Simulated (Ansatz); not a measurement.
**B2Rh, from a guessed structure to a relaxed one**

Starting from a made-up structure for B2Rh, the aim is the relaxed cell, its shortest contacts and, where a second run follows, its electronic structure.

Method: DFT, PBEsol, plane-wave PAW, files of the set soft_1, scalar-relativistic, no spin, cell and ions relaxed at zero pressure; PAW set soft_1, in the first sound run; inputs show where later runs differ, in Ansatz 0.2.0.

### 1. Set-up

The structure is hexagonal, space group P6/mmm (No. 191). Conventional cell: a = 2.906 Å, b = 2.906 Å, c = 3.086 Å, α = 90.00°, β = 90.00°, γ = 120.00°. Nearest to Rh lie 12 B at 2.28 Å. Nearest to B lie 3 B at 1.68 Å and 6 Rh at 2.28 Å. Farther neighbours are not listed.

### 2. Relaxing cell and atoms

The guess takes its coordinates from another compound and its volume from a rule, so the cell and any free coordinates are relaxed together.

File input.yaml:

```yaml
crystal:
  lattice:
    - [2.906, 0.0, 0.0]
    - [-1.453, 2.516669823, 0.0]
    - [0.0, 0.0, 3.086]
  atoms:
    - { symbol: Rh, position: [0.0, 0.0, 0.0] }
    - { symbol: B, position: [0.666666667, 0.333333333, 0.5] }
    - { symbol: B, position: [0.333333333, 0.666666667, 0.5] }
kpoints:
  mp_grid: { grid: [10, 10, 9] }
scf:
  occupations: { method: fermi_dirac, width: 0.05 }
hamiltonian:
  xc: pbesol
  pseudopotentials: { kind: paw, azcp: { folder: soft_1 }, xc_functional: pbe }
relax:
  f_tol: 0.015
  max_steps: 70
  cell: {}
output:
  forces: true
  stress: true
```

The run is started by

```console
$ ansatz run input.yaml --threads 4 --pin off --max-ram 8192MiB --backend cpu --events-out ev --progress --plain --runs-dir out
```

Numbers of over 12 decimals in the logs are rounded to 6 here.

What it wrote:

```text
Engine: ansatz 0.2.0, x86_64-unknown-linux-gnu
Pseudopotentials: kind: paw
Pseudopotential: Rh, paw, valence charge 17, recommended cutoff 420 eV (normal), soft_1/Rh.paw.azcp
Pseudopotential: B, paw, valence charge 3, recommended cutoff 420 eV (normal), soft_1/B.paw.azcp
Functional definition: PBEsol
  exchange = pbesol_x
  correlation = pbesol_c
Crystal: 3 atoms, lattice volume = 22.569 Å³
Basis set: ecut = 420 eV, 443 PW (Γ), exchange–correlation on 40×40×48 points (8 copies of the dense FFT grid, shifted against one another)
Bands: 16, of which v1, the nominal top of the filled ones, is band 12 counted from 1 (11 counted from 0)
Symmetry: 24 space group operations
Space group: P6/mmm (ITA 191), of the structure as read, at distance tolerance 2.8e-5 Å
k-points: 70 of 900
Non-local potential: Rh, projectors of the file, l = 0: 3, l = 1: 2, l = 2: 2, l = 3: 1
Non-local potential: B, projectors of the file, l = 0: 2, l = 1: 2, l = 2: 1
PAW form: soft (Blöchl's): semilocal exchange-correlation on the pseudo side does not see the compensation charge
PAW frozen core: Rh, regenerated for the run's functional, and the local potential with it (the file was generated under x = pbe(κ = 0.804, μ = 0.219515), c = pbe(β = 0.066725))
PAW frozen core: B, regenerated for the run's functional, and the local potential with it (the file was generated under x = pbe(κ = 0.804, μ = 0.219515), c = pbe(β = 0.066725))
PAW one-centre angular grid: Rh, 590 points (default); XC on 64 Gauss nodes
PAW one-centre angular grid: B, 110 points (default); XC on 64 Gauss nodes
Initial density: superposition of atomic densities (chi_scale 0.1, normalization cell, long waves kept (reshape's long-wave potential 0.00 eV rms))
Initial wavefunctions: pseudopotential atomic-orbital guess
Functional: x = pbesol(κ = 0.804, μ = 0.123457), c = pbesol(β = 0.046)
SCF iter   1: F=—  HF=-6647.093712 eV  |F-HF|=—  |Δ(HF+E_count)|=         —  Δρ=2.24e-1  dr2=1.78e1  ethr=3.10e-3  ⟨swp⟩=4.9  Hψ=5144  notcnv=0
preconditioner: auto → none  [metal: Δε(μ)=0.039 eV  Ē_g=11.294 eV  σ=0.050 eV  W_gap=0.19  n_scr=8 (ndim 8)  ℏωp=30.3 eV  f_vac=0.000  D(μ)=2.52/eV (n_scr^D=28)  sad-step TF]
SCF iter   2: F=—  HF=-6645.468970 eV  |F-HF|=—  |Δ(HF+E_count)|=    1.62e0  Δρ=1.63e-1  dr2=9.82e0  ethr=3.10e-3  ⟨swp⟩=2.1  Hψ=2045  notcnv=0  defer=3
SCF iter   3: F=—  HF=-6643.537797 eV  |F-HF|=—  |Δ(HF+E_count)|=    1.93e0  Δρ=4.69e-2  dr2=8.06e-1  ethr=3.10e-3  ⟨swp⟩=3.1  Hψ=2256  notcnv=0  defer=3
SCF iter   4: F=—  HF=-6643.368008 eV  |F-HF|=—  |Δ(HF+E_count)|=   1.70e-1  Δρ=9.34e-3  dr2=5.70e-3  ethr=3.10e-3  ⟨swp⟩=2.1  Hψ=1957  notcnv=0  defer=4
SCF iter   5: F=—  HF=-6643.367481 eV  |F-HF|=—  |Δ(HF+E_count)|=   5.27e-4  Δρ=1.78e-3  dr2=4.31e-4  ethr=2.48e-5  ⟨swp⟩=2.0  Hψ=2081  notcnv=0  defer=5
SCF iter   6: F=—  HF=-6643.367292 eV  |F-HF|=—  |Δ(HF+E_count)|=   1.90e-4  Δρ=2.73e-4  dr2=6.97e-6  ethr=1.87e-6  ⟨swp⟩=2.7  Hψ=1887  notcnv=0  defer=5
SCF iter   7: F=—  HF=-6643.367288 eV  |F-HF|=—  |Δ(HF+E_count)|=   3.82e-6  Δρ=2.99e-5  dr2=7.15e-8  ethr=4.35e-10  ⟨swp⟩=3.3  Hψ=4820  notcnv=0
SCF iter   8: F=-6643.367288 eV  HF=-6643.367288 eV  |F-HF|=1.49e-10  |Δ(HF+E_count)|=   3.80e-9  Δρ=3.29e-6  dr2=9.47e-10  ethr=3.11e-10  ⟨swp⟩=2.2  Hψ=3886  notcnv=0
SCF 1 converged in 8 iterations: F = -6643.367288 eV  dr2 = 9.47e-10
  greatest PAW one-centre occupation: 0.999 electrons in one spin orbital (limit 2), on the Rh atom at site 0 (counted from 0), in its partial waves of l = 0
relax step   1: F+E_penalty+E_count = -6643.36728768 eV  Δ(F+E_penalty+E_count) = +0.000e0 eV  max|allowed force component| = 2.961e-16 eV/Å  Δτ_max = 0.0000 Å  P = +49.436 GPa  Ω = 22.569 Å³  (8 SCF iters, dr2 threshold 1.00e-7 eV, accepted)
Crystal: 3 atoms, lattice volume = 24.764 Å³
Basis set: ecut = 420 eV, 467 PW (Γ), exchange–correlation on 40×40×48 points (8 copies of the dense FFT grid, shifted against one another)
Initial density: handed on by an earlier stage of this run
Initial wavefunctions: those handed on with the density
iter 1 solved again at ethr=2.11e-3 eV; its pass at ethr=3.10e-3 eV (dr2=4.84e-1 eV) is discarded
SCF iter   1: F=—  HF=-6643.881589 eV  |F-HF|=—  |Δ(HF+E_count)|=         —  Δρ=3.31e-2  dr2=4.84e-1  ethr=2.11e-3  ⟨swp⟩=1.0  Hψ=6723  notcnv=0
preconditioner: auto → none  [metal: Δε(μ)=0.096 eV  Ē_g=10.716 eV  σ=0.050 eV  W_gap=0.45  n_scr=8 (ndim 8)  ℏωp=28.9 eV  f_vac=0.000  D(μ)=0.89/eV (n_scr^D=8)]
SCF iter   2: F=—  HF=-6643.792401 eV  |F-HF|=—  |Δ(HF+E_count)|=   8.92e-2  Δρ=1.32e-2  dr2=7.84e-2  ethr=2.10e-3  ⟨swp⟩=2.0  Hψ=1407  notcnv=0
SCF iter   3: F=—  HF=-6643.773864 eV  |F-HF|=—  |Δ(HF+E_count)|=   1.85e-2  Δρ=1.58e-3  dr2=5.95e-4  ethr=3.41e-4  ⟨swp⟩=2.2  Hψ=1939  notcnv=0  defer=2
SCF iter   4: F=—  HF=-6643.773767 eV  |F-HF|=—  |Δ(HF+E_count)|=   9.63e-5  Δρ=4.67e-4  dr2=1.79e-5  ethr=2.59e-6  ⟨swp⟩=2.4  Hψ=1743  notcnv=0  defer=2
SCF iter   5: F=—  HF=-6643.773755 eV  |F-HF|=—  |Δ(HF+E_count)|=   1.25e-5  Δρ=6.52e-5  dr2=3.72e-7  ethr=7.78e-8  ⟨swp⟩=2.1  Hψ=1911  notcnv=0  defer=2
SCF iter   6: F=-6643.773755 eV  HF=-6643.773755 eV  |F-HF|=8.42e-10  |Δ(HF+E_count)|=   4.83e-8  Δρ=5.74e-6  dr2=3.22e-9  ethr=1.30e-9  ⟨swp⟩=4.0  Hψ=3414  notcnv=0
SCF 2 converged in 6 iterations: F = -6643.773755 eV  dr2 = 3.22e-9
relax step   2: F+E_penalty+E_count = -6643.77375476 eV  Δ(F+E_penalty+E_count) = -4.065e-1 eV  max|allowed force component| = 2.837e-16 eV/Å  Δτ_max = 0.0000 Å  P = +11.401 GPa  Ω = 24.764 Å³  energy of the carried Pulay correction = -2.725e-3 eV  (6 SCF iters, dr2 threshold 3.00e-7 eV, accepted)
Crystal: 3 atoms, lattice volume = 25.474 Å³
Basis set: ecut = 420 eV, 503 PW (Γ), exchange–correlation on 40×40×48 points (8 copies of the dense FFT grid, shifted against one another)
iter 1 solved again at ethr=2.25e-4 eV; its pass at ethr=3.10e-3 eV (dr2=5.18e-2 eV) is discarded
SCF iter   1: F=—  HF=-6643.823136 eV  |F-HF|=—  |Δ(HF+E_count)|=         —  Δρ=1.13e-2  dr2=5.56e-2  ethr=2.25e-4  ⟨swp⟩=1.0  Hψ=6638  notcnv=0
preconditioner: auto → none  [metal: Δε(μ)=0.111 eV  Ē_g=10.370 eV  σ=0.050 eV  W_gap=0.49  n_scr=8 (ndim 8)  ℏωp=28.5 eV  f_vac=0.000  D(μ)=0.98/eV (n_scr^D=8)]
SCF iter   2: F=—  HF=-6643.813223 eV  |F-HF|=—  |Δ(HF+E_count)|=   9.91e-3  Δρ=4.35e-3  dr2=8.51e-3  ethr=2.25e-4  ⟨swp⟩=2.0  Hψ=1407  notcnv=0
SCF iter   3: F=—  HF=-6643.811156 eV  |F-HF|=—  |Δ(HF+E_count)|=   2.07e-3  Δρ=6.15e-4  dr2=1.19e-4  ethr=3.70e-5  ⟨swp⟩=1.4  Hψ=1273  notcnv=0
SCF iter   4: F=—  HF=-6643.811110 eV  |F-HF|=—  |Δ(HF+E_count)|=   4.51e-5  Δρ=1.57e-4  dr2=2.21e-6  ethr=5.17e-7  ⟨swp⟩=2.5  Hψ=1588  notcnv=0
iter 5 did not close the SCF: its close was put off for the readings that it lacked (scf_convergence_deferred on its scf_iter line)
SCF iter   5: F=-6643.811110 eV  HF=-6643.811111 eV  |F-HF|=4.69e-8  |Δ(HF+E_count)|=   2.81e-8  Δρ=2.37e-5  dr2=9.03e-8  ethr=9.63e-9  ⟨swp⟩=2.5  Hψ=1813  notcnv=0
SCF iter   6: F=-6643.811110 eV  HF=-6643.811110 eV  |F-HF|=1.10e-9  |Δ(HF+E_count)|=   1.59e-8  Δρ=2.57e-6  dr2=1.43e-9  ethr=3.92e-10  ⟨swp⟩=2.2  Hψ=3899  notcnv=0
SCF 3 converged in 6 iterations: F = -6643.811110 eV  dr2 = 1.43e-9
relax step   3: F+E_penalty+E_count = -6643.81111049 eV  Δ(F+E_penalty+E_count) = -3.736e-2 eV  max|allowed force component| = 2.220e-16 eV/Å  Δτ_max = 0.0000 Å  P = +1.877 GPa  Ω = 25.474 Å³  energy of the carried Pulay correction = -3.596e-3 eV  (6 SCF iters, dr2 threshold 3.00e-7 eV, accepted)
Crystal: 3 atoms, lattice volume = 25.612 Å³
iter 1 solved again at ethr=1.31e-5 eV; its pass at ethr=3.10e-3 eV (dr2=3.02e-3 eV) is discarded
SCF iter   1: F=—  HF=-6643.813506 eV  |F-HF|=—  |Δ(HF+E_count)|=         —  Δρ=2.77e-3  dr2=3.11e-3  ethr=1.31e-5  ⟨swp⟩=1.0  Hψ=6502  notcnv=0
preconditioner: auto → none  [metal: Δε(μ)=0.030 eV  Ē_g=10.292 eV  σ=0.050 eV  W_gap=0.15  n_scr=8 (ndim 8)  ℏωp=28.4 eV  f_vac=0.000  D(μ)=1.11/eV (n_scr^D=8)]
SCF iter   2: F=—  HF=-6643.812965 eV  |F-HF|=—  |Δ(HF+E_count)|=   5.42e-4  Δρ=1.09e-3  dr2=4.78e-4  ethr=1.31e-5  ⟨swp⟩=1.0  Hψ=1120  notcnv=0
SCF iter   3: F=—  HF=-6643.812848 eV  |F-HF|=—  |Δ(HF+E_count)|=   1.16e-4  Δρ=1.67e-4  dr2=8.96e-6  ethr=2.08e-6  ⟨swp⟩=1.1  Hψ=1154  notcnv=0
SCF iter   4: F=—  HF=-6643.812836 eV  |F-HF|=—  |Δ(HF+E_count)|=   1.28e-5  Δρ=4.09e-5  dr2=2.24e-7  ethr=3.90e-8  ⟨swp⟩=2.5  Hψ=1658  notcnv=0
iter 5 did not close the SCF: its close was put off for the readings that it lacked (scf_convergence_deferred on its scf_iter line)
SCF iter   5: F=-6643.812836 eV  HF=-6643.812836 eV  |F-HF|=1.08e-8  |Δ(HF+E_count)|=   1.92e-8  Δρ=8.14e-6  dr2=1.55e-8  ethr=9.72e-10  ⟨swp⟩=2.4  Hψ=1645  notcnv=0
SCF iter   6: F=-6643.812836 eV  HF=-6643.812836 eV  |F-HF|=7.38e-10  |Δ(HF+E_count)|=   3.65e-9  Δρ=1.50e-6  dr2=8.87e-10  ethr=6.73e-11  ⟨swp⟩=2.0  Hψ=3308  notcnv=0
SCF 4 converged in 6 iterations: F = -6643.812836 eV  dr2 = 8.87e-10
relax step   4: F+E_penalty+E_count = -6643.81283567 eV  Δ(F+E_penalty+E_count) = -1.725e-3 eV  max|allowed force component| = 2.961e-16 eV/Å  Δτ_max = 0.0000 Å  P = +0.038 GPa  Ω = 25.612 Å³  energy of the carried Pulay correction = -3.778e-3 eV  (6 SCF iters, dr2 threshold 3.00e-7 eV, accepted)
Crystal: 3 atoms, lattice volume = 25.614 Å³
Basis set: ecut = 420 eV, 527 PW (Γ), exchange–correlation on 40×40×48 points (8 copies of the dense FFT grid, shifted against one another)
iter 1 solved again at ethr=1.25e-8 eV; its pass at ethr=3.10e-3 eV (dr2=2.88e-6 eV) is discarded
SCF iter   1: F=—  HF=-6643.812849 eV  |F-HF|=—  |Δ(HF+E_count)|=         —  Δρ=9.00e-5  dr2=2.55e-6  ethr=1.25e-8  ⟨swp⟩=2.0  Hψ=6286  notcnv=0
preconditioner: auto → none  [metal: Δε(μ)=0.035 eV  Ē_g=10.283 eV  σ=0.050 eV  W_gap=0.17  n_scr=8 (ndim 8)  ℏωp=28.4 eV  f_vac=0.000  D(μ)=1.14/eV (n_scr^D=8)]
SCF iter   2: F=—  HF=-6643.812835 eV  |F-HF|=—  |Δ(HF+E_count)|=   1.31e-5  Δρ=3.65e-5  dr2=3.76e-7  ethr=1.11e-8  ⟨swp⟩=1.0  Hψ=1120  notcnv=0
SCF iter   3: F=—  HF=-6643.812835 eV  |F-HF|=—  |Δ(HF+E_count)|=   8.78e-8  Δρ=7.07e-6  dr2=1.45e-8  ethr=1.63e-9  ⟨swp⟩=1.0  Hψ=1120  notcnv=0
iter 4 did not close the SCF: its close was put off for the readings that it lacked (scf_convergence_deferred on its scf_iter line)
SCF iter   4: F=-6643.812835 eV  HF=-6643.812835 eV  |F-HF|=3.38e-10  |Δ(HF+E_count)|=   3.61e-9  Δρ=1.60e-6  dr2=5.37e-10  ethr=6.29e-11  ⟨swp⟩=2.8  Hψ=1878  notcnv=0
iter 5 did not close the SCF: its close was put off for the readings that it lacked (scf_convergence_deferred on its scf_iter line)
SCF iter   5: F=-6643.812835 eV  HF=-6643.812835 eV  |F-HF|=1.27e-11  |Δ(HF+E_count)|=  8.73e-11  Δρ=4.31e-7  dr2=2.55e-11  ethr=2.33e-12  ⟨swp⟩=2.2  Hψ=1604  notcnv=0
SCF iter   6: F=-6643.812835 eV  HF=-6643.812835 eV  |F-HF|=1.82e-12  |Δ(HF+E_count)|=  5.46e-12  Δρ=7.07e-8  dr2=1.27e-12  ethr=1.00e-12  ⟨swp⟩=1.0  Hψ=2520  notcnv=0
SCF 5 converged in 6 iterations: F = -6643.812835 eV  dr2 = 1.27e-12
relax step   5: F+E_penalty+E_count = -6643.81283530 eV  Δ(F+E_penalty+E_count) = +3.685e-7 eV  max|allowed force component| = 2.467e-17 eV/Å  Δτ_max = 0.0000 Å  P = +0.003 GPa  Ω = 25.614 Å³  energy of the carried Pulay correction = -3.781e-3 eV  (6 SCF iters, dr2 threshold 1.42e-8 eV, accepted)
Basis set: ecut = 420 eV, 527 PW (Γ), exchange–correlation on 48×48×48 points (8 copies of the dense FFT grid, shifted against one another)
Initial wavefunctions: pseudopotential atomic-orbital guess (no wavefunctions were taken with the density)
iter 1 solved again at ethr=4.33e-7 eV; its pass at ethr=3.10e-3 eV (dr2=9.96e-5 eV) is discarded
SCF iter   1: F=—  HF=-6643.816988 eV  |F-HF|=—  |Δ(HF+E_count)|=         —  Δρ=4.14e-3  dr2=9.82e-5  ethr=4.33e-7  ⟨swp⟩=2.9  Hψ=7801  notcnv=0
preconditioner: auto → none  [metal: Δε(μ)=0.035 eV  Ē_g=10.282 eV  σ=0.050 eV  W_gap=0.17  n_scr=8 (ndim 8)  ℏωp=28.4 eV  f_vac=0.000  D(μ)=1.14/eV (n_scr^D=8)]
SCF iter   2: F=—  HF=-6643.818596 eV  |F-HF|=—  |Δ(HF+E_count)|=   1.61e-3  Δρ=2.07e-3  dr2=2.46e-5  ethr=4.27e-7  ⟨swp⟩=1.0  Hψ=1120  notcnv=0
SCF iter   3: F=—  HF=-6643.819093 eV  |F-HF|=—  |Δ(HF+E_count)|=   4.97e-4  Δρ=5.10e-5  dr2=6.29e-7  ethr=1.07e-7  ⟨swp⟩=1.0  Hψ=1120  notcnv=0
SCF iter   4: F=—  HF=-6643.819089 eV  |F-HF|=—  |Δ(HF+E_count)|=   3.74e-6  Δρ=6.61e-6  dr2=9.99e-9  ethr=2.73e-9  ⟨swp⟩=2.1  Hψ=1749  notcnv=0
SCF iter   5: F=—  HF=-6643.819089 eV  |F-HF|=—  |Δ(HF+E_count)|=   1.73e-9  Δρ=2.13e-6  dr2=9.06e-10  ethr=4.34e-11  ⟨swp⟩=2.7  Hψ=1817  notcnv=0
SCF iter   6: F=-6643.819089 eV  HF=-6643.819089 eV  |F-HF|=7.28e-12  |Δ(HF+E_count)|=  1.85e-10  Δρ=2.59e-7  dr2=1.12e-11  ethr=1.00e-12  ⟨swp⟩=4.1  Hψ=5114  notcnv=0
SCF 6 converged in 6 iterations: F = -6643.819089 eV  dr2 = 1.12e-11
relax step   6: F+E_penalty+E_count = -6643.81908949 eV  Δ(F+E_penalty+E_count) = -6.254e-3 eV  max|allowed force component| = 7.401e-17 eV/Å  Δτ_max = 0.0000 Å  P = +0.265 GPa  Ω = 25.614 Å³  stress off target by 3.52e-1 GPa  SCF on the basis re-selected at this cell (its energy is not comparable with the rows above)  (6 SCF iters)
basis re-selected at this cell: Δ(F+E_penalty+E_count) = -6.254e-3 eV, ΔP = +0.263 GPa vs the last step (what re-selecting the basis moved, of the pressure what is left beyond the Pulay correction that the steps carried, after the strain that the cell walked since its last selection, with what the two solves' SCF thresholds leave and, on support functions, any second-order correction that the steps lacked; it is no measure of the basis error at this ecutwfc). The dense FFT grid was sized anew with the basis: this SCF ran on 24×24×24 points, the steps before it on 20×20×24, so part of this shift can come from that change (see relax.cell in the input reference). [rest of the remark cut]
Crystal: 3 atoms, lattice volume = 25.635 Å³
iter 1 solved again at ethr=2.56e-7 eV; its pass at ethr=3.10e-3 eV (dr2=5.89e-5 eV) is discarded
SCF iter   1: F=—  HF=-6643.819119 eV  |F-HF|=—  |Δ(HF+E_count)|=         —  Δρ=3.75e-4  dr2=5.85e-5  ethr=2.56e-7  ⟨swp⟩=2.3  Hψ=6332  notcnv=0
preconditioner: auto → none  [metal: Δε(μ)=0.029 eV  Ē_g=10.275 eV  σ=0.050 eV  W_gap=0.14  n_scr=8 (ndim 8)  ℏωp=28.4 eV  f_vac=0.000  D(μ)=1.14/eV (n_scr^D=8)]
SCF iter   2: F=—  HF=-6643.819103 eV  |F-HF|=—  |Δ(HF+E_count)|=   1.61e-5  Δρ=1.42e-4  dr2=8.33e-6  ethr=2.54e-7  ⟨swp⟩=1.0  Hψ=1120  notcnv=0
SCF iter   3: F=—  HF=-6643.819101 eV  |F-HF|=—  |Δ(HF+E_count)|=   2.25e-6  Δρ=3.25e-5  dr2=3.57e-7  ethr=3.62e-8  ⟨swp⟩=1.0  Hψ=1139  notcnv=0
iter 4 did not close the SCF: its close was put off for the readings that it lacked (scf_convergence_deferred on its scf_iter line)
SCF iter   4: F=-6643.819101 eV  HF=-6643.819101 eV  |F-HF|=7.72e-9  |Δ(HF+E_count)|=   9.07e-8  Δρ=7.41e-6  dr2=1.19e-8  ethr=1.55e-9  ⟨swp⟩=2.8  Hψ=1913  notcnv=0
iter 5 did not close the SCF: its close was put off for the readings that it lacked (scf_convergence_deferred on its scf_iter line)
SCF iter   5: F=-6643.819101 eV  HF=-6643.819101 eV  |F-HF|=1.02e-9  |Δ(HF+E_count)|=   2.00e-9  Δρ=2.15e-6  dr2=1.31e-9  ethr=5.17e-11  ⟨swp⟩=2.0  Hψ=1617  notcnv=0
SCF iter   6: F=-6643.819101 eV  HF=-6643.819101 eV  |F-HF|=7.91e-11  |Δ(HF+E_count)|=  2.59e-10  Δρ=5.02e-7  dr2=9.44e-11  ethr=5.68e-12  ⟨swp⟩=1.0  Hψ=2521  notcnv=0
SCF 7 converged in 6 iterations: F = -6643.819101 eV  dr2 = 9.44e-11
relax step   7: F+E_penalty+E_count = -6643.81910051 eV  Δ(F+E_penalty+E_count) = -1.102e-5 eV  max|allowed force component| = 2.961e-16 eV/Å  Δτ_max = 0.0000 Å  P = +0.006 GPa  Ω = 25.635 Å³  energy of the carried Pulay correction = -2.105e-5 eV  (6 SCF iters, dr2 threshold 3.00e-7 eV, accepted)
iter 1 solved again at ethr=1.80e-8 eV; its pass at ethr=3.10e-3 eV (dr2=4.14e-6 eV) is discarded
SCF iter   1: F=—  HF=-6643.819067 eV  |F-HF|=—  |Δ(HF+E_count)|=         —  Δρ=7.26e-4  dr2=2.78e-6  ethr=1.80e-8  ⟨swp⟩=3.1  Hψ=8267  notcnv=0
preconditioner: auto → none  [metal: Δε(μ)=0.028 eV  Ē_g=10.274 eV  σ=0.050 eV  W_gap=0.14  n_scr=8 (ndim 8)  ℏωp=28.4 eV  f_vac=0.000  D(μ)=1.14/eV (n_scr^D=8)]
SCF iter   2: F=—  HF=-6643.819098 eV  |F-HF|=—  |Δ(HF+E_count)|=   3.06e-5  Δρ=3.63e-4  dr2=6.94e-7  ethr=1.21e-8  ⟨swp⟩=1.0  Hψ=1120  notcnv=0
SCF iter   3: F=—  HF=-6643.819110 eV  |F-HF|=—  |Δ(HF+E_count)|=   1.27e-5  Δρ=1.75e-6  dr2=6.88e-10  ethr=3.02e-9  ⟨swp⟩=1.0  Hψ=1120  notcnv=0
iter 4 did not close the SCF: its close was put off for the readings that it lacked (scf_convergence_deferred on its scf_iter line)
SCF iter   4: F=-6643.819110 eV  HF=-6643.819110 eV  |F-HF|=1.82e-12  |Δ(HF+E_count)|=  1.69e-10  Δρ=2.73e-7  dr2=4.62e-12  ethr=2.99e-12  ⟨swp⟩=2.8  Hψ=1900  notcnv=0
iter 5 did not close the SCF: its close was put off for the readings that it lacked (scf_convergence_deferred on its scf_iter line)
SCF iter   5: F=-6643.819110 eV  HF=-6643.819110 eV  |F-HF|=2.73e-12  |Δ(HF+E_count)|=  2.73e-12  Δρ=8.31e-8  dr2=2.90e-13  ethr=1.00e-12  ⟨swp⟩=1.0  Hψ=1120  notcnv=0
iter 6 did not close the SCF: its close was put off for the readings that it lacked (scf_convergence_deferred on its scf_iter line)
SCF iter   6: F=-6643.819110 eV  HF=-6643.819110 eV  |F-HF|=9.09e-13  |Δ(HF+E_count)|=  1.82e-12  Δρ=5.94e-9  dr2=1.64e-15  ethr=1.00e-12  ⟨swp⟩=1.0  Hψ=1120  notcnv=0
iter 7 did not close the SCF: its close was put off for the readings that it lacked (scf_convergence_deferred on its scf_iter line)
SCF iter   7: F=-6643.819110 eV  HF=-6643.819110 eV  |F-HF|=0.00e0  |Δ(HF+E_count)|=  9.09e-13  Δρ=5.27e-10  dr2=1.79e-17  ethr=1.00e-12  ⟨swp⟩=1.0  Hψ=1120  notcnv=0
SCF iter   8: F=-6643.819110 eV  HF=-6643.819110 eV  |F-HF|=9.09e-13  |Δ(HF+E_count)|=  9.09e-13  Δρ=1.02e-10  dr2=9.09e-19  ethr=1.00e-12  ⟨swp⟩=1.2  Hψ=2542  notcnv=0
SCF 8 converged in 8 iterations: F = -6643.819110 eV  dr2 = 9.09e-19
relax step   8: F+E_penalty+E_count = -6643.81911045 eV  Δ(F+E_penalty+E_count) = -9.935e-6 eV  max|allowed force component| = 2.961e-16 eV/Å  Δτ_max = 0.0000 Å  P = +0.007 GPa  Ω = 25.635 Å³  stress off target by 1.02e-2 GPa  SCF on the basis re-selected at this cell (its energy is not comparable with the rows above)  (8 SCF iters)
basis re-selected at this cell: Δ(F+E_penalty+E_count) = -9.935e-6 eV, ΔP = +0.001 GPa vs the last step (what re-selecting the basis moved, of the pressure what is left beyond the Pulay correction that the steps carried, after the strain that the cell walked since its last selection, with what the two solves' SCF thresholds leave and, on support functions, any second-order correction that the steps lacked; it is no m [...]
SCF converged after 8 iterations
Free energy (F): -6643.819110 eV
Harris-Foulkes:  -6643.819110 eV  (|F-HF|=9.09e-13)
Internal energy: -6643.809895 eV  (E = F + TS)
E sigma→0 (E₀):  -6643.814503 eV
Entropy (-TS):   -0.009215 eV (-3.072 meV/atom)
Fermi energy:    18.495740 eV
--- Per-component energies (eV) ---
  E_band       = -93.866903
  E_kinetic    = 637.960811
  E_local      = -1836.245182  (includes V_loc(G=0)·N_el)
  E_nonlocal   = 318.025282
  E_hartree    = 705.917560
  E_xc         = -266.318010
  E_vxc        = -330.358114  (∫ρ·V_xc dr)
  E_paw        = -3690.914977  (= ΣΔE_a)
  E_vpaw       = -295.084815  (= ΣTr[D̂ρ^β])
  E_aug_tail   = -0.000005  (compensation charges beyond the density's cutoff)
  E_ewald      = -2512.540996
  E_core_change = 0.305622  (= ΣΔE_core)
  E_smearing   = -0.009215  (= −TS)
  E_closure    = 0.000000  (closes the sum)
  Σ components = -6643.819110   (vs F -6643.819110, Δ=0.00e0)
--- Forces (eV/Å), atoms counted from 1 ---
  atom   1  Rh    -0.00000000    -0.00000000     0.00000000
  atom   2  B     -0.00000000     0.00000000     0.00000000
  atom   3  B      0.00000000    -0.00000000     0.00000000
  max |Σ_I F_I| component: 3.70e-17 eV/Å
--- Stress (GPa, compression-positive) ---
        0.010151      -0.000000       0.000000
       -0.000000       0.010151       0.000000
        0.000000       0.000000       0.000702
  P = ⅓ Tr σ = 0.0070 GPa (0.070 kbar)
--- Relaxed structure (6 steps of the walk, 6 accepted, 2 SCFs on fresh bases) ---
  F+E_penalty+E_count = -6643.81911045 eV   max|allowed force component| = 2.961e-16 eV/Å   (the final SCF, on the basis selected at the relaxed cell)
  cell:  # Å, volume = 25.6345 Å³
    - [3.070508, 0, 0.0]
    - [-1.535254, 2.659138, 0.0]
    - [0.0, 0.0, 3.139601]
  atoms:
    - { symbol: Rh, position: [0, 0, 0.0] }
    - { symbol: B, position: [0.666667, 0.333333, 0.5] }
    - { symbol: B, position: [0.333333, 0.666667, 0.5] }
```

Wall time 3.1 s (4 threads of Intel Xeon Platinum 8488C (Sapphire Rapids), shared host); peak memory 0.46 GiB.

(Continued in part 2 of 2.)

[Logs are printed without paths, hosts, clocks, repeated set-up lines and the standing remarks that a program may print on its own settings, such as how far it seeks lower states.]

[Hosts, paths, dates, database ids (printed as entryN), source tags and the programs' standing remarks are cut or masked in the printed files.]
